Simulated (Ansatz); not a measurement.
## BaTiO3 (Barioperovskite): G0W0 under other settings

A base run on BaTiO3 (Barioperovskite), then changed inputs.

Program: Ansatz 0.2.0. Level of theory: G0W0 on LDA, plane waves, norm-conserving pseudopotentials. Results are calculated unless marked as measured.

## Step 1: Starting point

Symmetry: Amm2, No. 38, orthorhombic system. Conventional cell: a = 3.986 Å, b = 5.674 Å, c = 5.690 Å, α = 90.00°, β = 90.00°, γ = 90.00°. Ba has 12 O at 2.77 to 2.92 Å nearest. Nearest to Ti lie 6 O at 1.93 to 2.09 Å. Nearest to O lie 2 Ti at 2.00 Å and 4 Ba at 2.77 to 2.92 Å. Nearest to O lie 2 Ti at 1.93 to 2.09 Å and 4 Ba at 2.81 to 2.84 Å. Farther neighbours and most contacts between anions are not listed.

The cell and positions come from the Crystallography Open Database and are kept as given unless a step says otherwise. Spin-orbit coupling is left out unless a step names it.

## Step 2: The base run: 4×4×4 mesh, 146 empty bands, screening to 100 eV, norm-conserving files

Now the one-shot GW correction: screening in the RPA, then the self-energy of the levels asked for. This step takes norm-conserving files.

Contents of input.yaml:

```yaml
crystal:
  lattice:
    - [3.9855, 0.0, 0.0]
    - [0.0, 2.8369, 2.84515]
    - [0.0, -2.8369, 2.84515]
  atoms:
    - { symbol: Ba, position: [0.0, 0.0, 0.0] }
    - { symbol: Ti, position: [0.5, 0.5124, 0.5124] }
    - { symbol: O, position: [0.0, 0.4874, 0.4874] }
    - { symbol: O, position: [0.5, 0.50524, 0.99184] }
    - { symbol: O, position: [0.5, 0.99184, 0.50524] }
kpoints:
  mp_grid: { grid: [4, 4, 4] }
hamiltonian:
  xc: lda
  pseudopotentials: { kind: nc }
scf:
  occupations: { method: fixed }
gw:
  n_empty_bands: 146
  ecut_chi: 100
  qp_bands: [v2, c2]
  qp_kpoints: band_edges
  screening: { model: contour_deformation }
```

Command:

```
ansatz run input.yaml --threads 2 --pin off --max-ram 73728MiB --backend cuda --events-out ev --progress --plain --runs-dir out --devices 1 --max-vram 13GiB
```

Log:

```text
GPUs: using 1 of 1 available (devices: 1).
Engine: ansatz 0.2.0, x86_64-unknown-linux-gnu
Pseudopotentials: kind: nc
Pseudopotential: Ba, nc, valence charge 10, recommended cutoff 770 eV (normal), Ba.nc.azcp (PseudoDojo's, or run here from an input of PseudoDojo's: the run reads no file of this project's for it)
Pseudopotential: Ti, nc, valence charge 12, recommended cutoff 1142.878222 eV (normal), Ti.nc.azcp (PseudoDojo's, or run here from an input of PseudoDojo's: the run reads no file of this project's for it)
Pseudopotential: O, nc, valence charge 6, recommended cutoff 1142.878222 eV (normal), O.nc.azcp (PseudoDojo's, or run here from an input of PseudoDojo's: the run reads no file of this project's for it)
Functional definition: SPW92
  exchange = slater_x
  correlation = pw_c
device memory: the entry about to start is reckoned to put 1.7 GiB on a device that reports 59.4 GiB free (of which the cap on the GPU budget leaves the run 13.0 GiB)
GPU FFT provider: cuFFT
GPU libraries: cuBLAS 13.8.2, cuFFT 12.4.0, cuSOLVER 12.3.4
Crystal: 5 atoms, lattice volume = 64.337 Å³
Basis set: ecut = 1142.878222 eV, 5637 PW (Γ)
Bands: 25, of which v1, the nominal top of the filled ones, is band 20 counted from 1 (19 counted from 0)
Symmetry: 4 space group operations
Space group: Amm2 (ITA 38), of the structure as read, at distance tolerance 4.0e-5 Å
k-points: 21 of 64 (time reversal used)
Non-local potential: Ba, projectors of the file, l = 0: 2, l = 1: 2, l = 2: 2, l = 3: 2
Non-local potential: Ti, projectors of the file, l = 0: 2, l = 1: 2, l = 2: 2
Non-local potential: O, projectors of the file, l = 0: 2, l = 1: 2, l = 2: 1
Initial density: superposition of atomic densities (chi_scale 0.1, normalization cell, long waves kept (reshape's long-wave potential 0.00 eV rms))
Initial wavefunctions: pseudopotential atomic-orbital guess
GPU buffer pool allocated for 91125 grid points (all kernels)
GPU transforms: local potential and band sums: pruned to the plane-wave sphere, on 45×45×45
Functional: x = slater, c = lda
SCF iter   1: F=—  HF=-3736.999306 eV  |F-HF|=—  |Δ(HF+E_count)|=         —  Δρ=5.16e-2  dr2=1.82e0  ethr=3.10e-3  ⟨swp⟩=5.5  Hψ=2271  notcnv=0  defer=53
preconditioner: auto → Resta (q_TF=auto, 2.521 Å⁻¹)  ε∞=5.9  [insulator: Δε(μ)=2.299 eV  Ē_g=11.464 eV  n_scr=18 (ndim 8)  ℏωp=25.4 eV  f_vac=0.000  ε∞_Penn≈5.9]
SCF iter   2: F=—  HF=-3736.507488 eV  |F-HF|=—  |Δ(HF+E_count)|=   4.92e-1  Δρ=2.56e-2  dr2=4.71e-1  ethr=3.10e-3  ⟨swp⟩=3.5  Hψ=852  notcnv=0  defer=51
SCF iter   3: F=—  HF=-3736.345793 eV  |F-HF|=—  |Δ(HF+E_count)|=   1.62e-1  Δρ=8.66e-3  dr2=5.41e-2  ethr=1.18e-3  ⟨swp⟩=2.8  Hψ=927  notcnv=0  defer=51
[...]
k-point 1: bands = [... 16 lower, 8.4731, 8.7027, 9.3358, 9.4411, 11.9211, 12.7099, 12.7650, 14.0944, ... 1 higher]
  k-point 2: bands = [... 16 lower, 8.0759, 8.2439, 9.1237, 9.2056, 11.9876, 13.4845, 13.5125, 14.0914, ... 1 higher]
  k-point 20: bands = [... 16 lower, 7.5851, 9.8757, 9.9113, 9.9215, 14.1267, 14.1690, 14.1798, 16.5980, ... 1 higher]
--- G₀W₀: contour deformation, 6 samples at zero and on the imaginary axis and 1 off it, 64 q-points, 146 empty bands' worth ---
  eigenvalues of the whole cell's RPA ε∞ on this k-mesh (on a slab, of 1 + 4πα/V) = 6.4897, 6.5548, 6.6153; static W/v taken at q = 0 is 0.152602
  gw.qp_kpoints: band_edges: 15 of 21 stored k-points solved, in 1 pass; an edge of the gap read off the rows below is read off those points alone
    valence top: of the k-points left out ik 17 came nearest to being solved in a further pass, in band 19 (counted from 1, as in the quasiparticle table): it holds the edge there only if its correction is more favourable than any solved in that band by at least 0.538 eV; those differ by 0.112 eV
    conduction bottom: of the k-points left out ik 4 came nearest to being solved in a further pass, in band 21 (counted from 1, as in the quasiparticle table): it holds the edge there only if its correction is more favourable than any solved in that band by at least 1.031 eV; those differ by 0.050 eV
  `?` marks the rows in doubt; gw_qp.tsv's column doubts and the gw_qp event give each row's grounds
    ik  band        ε_KS         Σx   Σc(E_QP)       V_xc       Z   E_QP_lin       E_QP  E_QP is
     0    19      9.7052   -25.9267     4.4597   -21.4459  0.7248     9.6841     9.6841  root
     0    20      9.7513   -26.0305     4.5175   -21.4874  0.7250     9.7256     9.7257  root
     0    21     11.7593   -12.5571    -6.3637   -20.4939  0.7362    13.3939    13.3325  root
     0    22     11.8228   -12.6845    -6.2550   -20.5026  0.7355    13.4469    13.3859  root
     1    19      9.3358   -25.3505     4.2969   -21.0379  0.7218     9.3201     9.3201  root
     1    20      9.4411   -25.7269     4.4982   -21.1946  0.7224     9.4070     9.4071  root
     1    21     11.9211   -12.9581    -6.3393   -20.8743  0.7322    13.5625    13.4981  root
     1    22     12.7099   -13.9910    -6.3628   -21.9074  0.7147    14.3352    14.2635  root
[...]
13    21     13.7788   -14.6731    -7.2415   -23.4827  0.6841    15.4507    15.3469  root ?
    13    22     13.8105   -14.6522    -7.2953   -23.5085  0.6820    15.4774    15.3716  root ?
[...]
18    19      9.4060   -25.1944     4.7963   -20.3037  0.7123     9.3115     9.3117  root
    18    20      9.8948   -25.7527     4.8317   -20.8707  0.7151     9.8444     9.8445  root
    18    21     13.8122   -14.6574    -7.2856   -23.5086  0.6823    15.4842    15.3778  root ?
    18    22     13.8139   -14.6841    -7.2690   -23.5127  0.6825    15.4787    15.3736  root ?
    20    19      9.9113   -25.8186     4.8383   -20.9361  0.7152     9.8671     9.8671  root
    20    20      9.9215   -25.8142     4.8305   -20.9419  0.7152     9.8797     9.8797  root
    20    21     14.1267   -14.6413    -7.6202   -23.8183  0.6714    15.7956    15.6836  root ?
    20    22     14.1690   -14.6709    -7.6963   -23.9259  0.6685    15.8426    15.7277  root ?
[key lines of the parts left out:]
SCF converged after 9 iterations
Free energy (F): -3736.334386 eV
Fermi energy:    9.921505 eV
```

It took 22 s on 1 × NVIDIA H100 80GB HBM3 (shared by 6 runs) with 2 threads of AMD EPYC 7R13 (Zen 3), shared host; peak memory 1.5 GiB; 27 s of CPU time.

Reading the cycles: dr2 is the Hartree energy of the density residual (eV), the measure of convergence; HF is the Harris–Foulkes estimate of the energy, which meets the free energy F at convergence.

This step gave:

```
bands summed                                 : 166
RPA ε∞ on this mesh (eigenvalues)            : 6.490, 6.555, 6.615
plane waves in the screening matrix          : 147
q-points in the mesh                         : 64
G0W0 gap on the mesh                         : 3.453 eV
k of the valence top                         : -0.5, -0.5, -0.5
k of the conduction bottom                   : 0, 0, 0
starting gap on the mesh                     : 1.838 eV
Z at the valence top                         : 0.7152
Z at the conduction bottom                   : 0.7362
least direct G0W0 gap on the computed points : 3.607 eV
```

The gap on the mesh goes from 1.84 eV to 3.45 eV, a correction of +1.61 eV. Between the two edge states, bare exchange in place of the xc potential would open the gap by 12.81 eV, and correlation takes back 11.19 eV.

## Step 3: Variant: static remainder

input.yaml, as its differences from that of step 2:

```diff
@@ -19,3 +19,3 @@
 gw:
-  n_empty_bands: 146
+  n_empty_bands: 67
   ecut_chi: 100
@@ -24 +24,2 @@
   screening: { model: contour_deformation }
+  static_remainder: true
```

Log:

```text
Warning: gw takes pair_densities: pseudo, which can misplace gaps by tens of per cent, since gw.static_remainder lacks the terms of the atoms
GPUs: using 1 of 1 available (devices: 1).
[...]
GPU FFT provider: cuFFT
GPU libraries: cuBLAS 13.8.2, cuFFT 12.4.0, cuSOLVER 12.3.4
Crystal: 5 atoms, lattice volume = 64.337 Å³
Basis set: ecut = 1142.878222 eV, 5637 PW (Γ)
Bands: 25, of which v1, the nominal top of the filled ones, is band 20 counted from 1 (19 counted from 0)
[... 1 set-up line as in the run before ...]
[...]
k-points: 21 of 64 (time reversal used)
[...]
GPU buffer pool allocated for 91125 grid points (all kernels)
[...]
SCF iter   1: F=—  HF=-3736.999306 eV  |F-HF|=—  |Δ(HF+E_count)|=         —  Δρ=5.16e-2  dr2=1.82e0  ethr=3.10e-3  ⟨swp⟩=5.5  Hψ=2271  notcnv=0  defer=53
[...]
SCF iter   9: F=-3736.334386 eV  HF=-3736.334386 eV  |F-HF|=3.27e-8  |Δ(HF+E_count)|=   3.13e-8  Δρ=8.37e-6  dr2=3.94e-8  ethr=2.50e-10  ⟨swp⟩=14.4  Hψ=3375  notcnv=0
SCF 1 converged in 9 iterations: F = -3736.334386 eV  dr2 = 3.94e-8
[...]
NSCF: frozen V_eff on 21 k-points, pencils in batches of 32, up to order 100
[...]
NSCF: frozen V_eff on 21 k-points
G₀W₀ screening: q 1/21
[... further progress lines ...]
[...]
SCF converged after 9 iterations
Free energy (F): -3736.334386 eV
[...]
Internal energy: -3736.334386 eV  (E = F + TS)
E sigma→0 (E₀):  -3736.334386 eV
Fermi energy:    9.921505 eV
[...]
--- Band table (eV; the first three rows and the last of 21) ---
  k-point 0: bands = [... 16 lower, 8.7976, 9.5958, 9.7052, 9.7513, 11.7593, 11.8228, 11.9852, 14.0591, ... 1 higher]
  k-point 1: bands = [... 16 lower, 8.4731, 8.7027, 9.3358, 9.4411, 11.9211, 12.7099, 12.7650, 14.0944, ... 1 higher]
  k-point 2: bands = [... 16 lower, 8.0759, 8.2439, 9.1237, 9.2056, 11.9876, 13.4845, 13.5125, 14.0914, ... 1 higher]
  k-point 20: bands = [... 16 lower, 7.5851, 9.8757, 9.9113, 9.9215, 14.1267, 14.1690, 14.1798, 16.5980, ... 1 higher]
[...]
static-remainder magnitude (band-truncation diagnostic): 1.7365 eV
[...]
0    19      9.7052   -24.7786     4.2690   -19.9487  0.7260     9.1377     9.1444  root
     0    20      9.7513   -24.8751     4.3239   -19.9848  0.7263     9.1781     9.1849  root
     0    21     11.7593   -11.4475    -6.3762   -18.7922  0.7379    12.7470    12.7277  root
     0    22     11.8228   -11.5715    -6.2714   -18.8035  0.7372    12.8025    12.7835  root
     1    19      9.3358   -24.2980     4.1242   -19.6388  0.7229     8.7944     8.8008  root
     1    20      9.4411   -24.6618     4.3172   -19.7886  0.7236     8.8782     8.8851  root
     1    21     11.9211   -11.8084    -6.3545   -19.1235  0.7340    12.9012    12.8817  root
     1    22     12.7099   -12.7406    -6.3820   -20.0289  0.7165    13.6371    13.6162  root
[...]
20    19      9.9113   -24.8911     4.6633   -19.6915  0.7165     9.3685     9.3750  root
    20    20      9.9215   -24.8877     4.6555   -19.6979  0.7166     9.3807     9.3871  root
    20    21     14.1267   -13.1149    -7.5784   -21.5579  0.6731    15.0198    14.9913  root
    20    22     14.1690   -13.1336    -7.6481   -21.6487  0.6702    15.0652    15.0360  root
```

Elapsed: 14 s, on 1 × NVIDIA H100 80GB HBM3 (shared by 6 runs) with 2 threads; peak memory 1.2 GiB.

Against the base:

| setting | base | variant |
| --- | --- | --- |
| empty bands | 146 | 67 |
| static remainder | - | true |

| quantity | variant | base |
| --- | --- | --- |
| starting gap on the mesh | 1.838 | 1.838 |
| G0W0 gap on the mesh | 3.341 | 3.453 |
| least direct G0W0 gap on the computed points | 3.543 | 3.607 |
| Z at the valence top | 0.717 | 0.715 |
| Z at the conduction bottom | 0.738 | 0.736 |

## Step 4: What came out

```json
{"base": "3.45 eV, 22 s", "static remainder": "3.34 eV, 14 s"}
```

What this shows: Static remainder: the gap moves by −0.11 eV; such settings are too crude to quote. The variant differs from the base in empty bands and static remainder together, so the change can't be laid to one of them. This option needs pseudo pair densities, which the log warns can misplace gaps. All runs here use a coarse mesh and modest cutoffs; they test settings and are not final values. The 4×4×4 mesh is coarse for this cell (its supercell is 16 Å along the shortest edge). The RPA ε∞ on it, from the LDA start, is 6.49, 6.55 and 6.62; such meshes misread the long-range screening, most where the gap is narrow. The many-body steps are scalar-relativistic: spin-orbit coupling is not in them.

[Paths, hosts, dates, memory and timing lines, banners, echoed tables and standing remarks are left out of the program output.]

[Logs are printed without paths, hosts, clocks, repeated set-up lines and the standing remarks that a program may print on its own settings, such as how far it seeks lower states.]

[Runs of the session that timed out or met a known fault of the program may be left out.]

[Cells called generated may have been cut or substituted from an entry of the Crystallography Open Database or the Materials Project.]

[Hosts, paths, dates, database ids (printed as entryN), source tags and the programs' standing remarks are cut or masked in the printed files.]
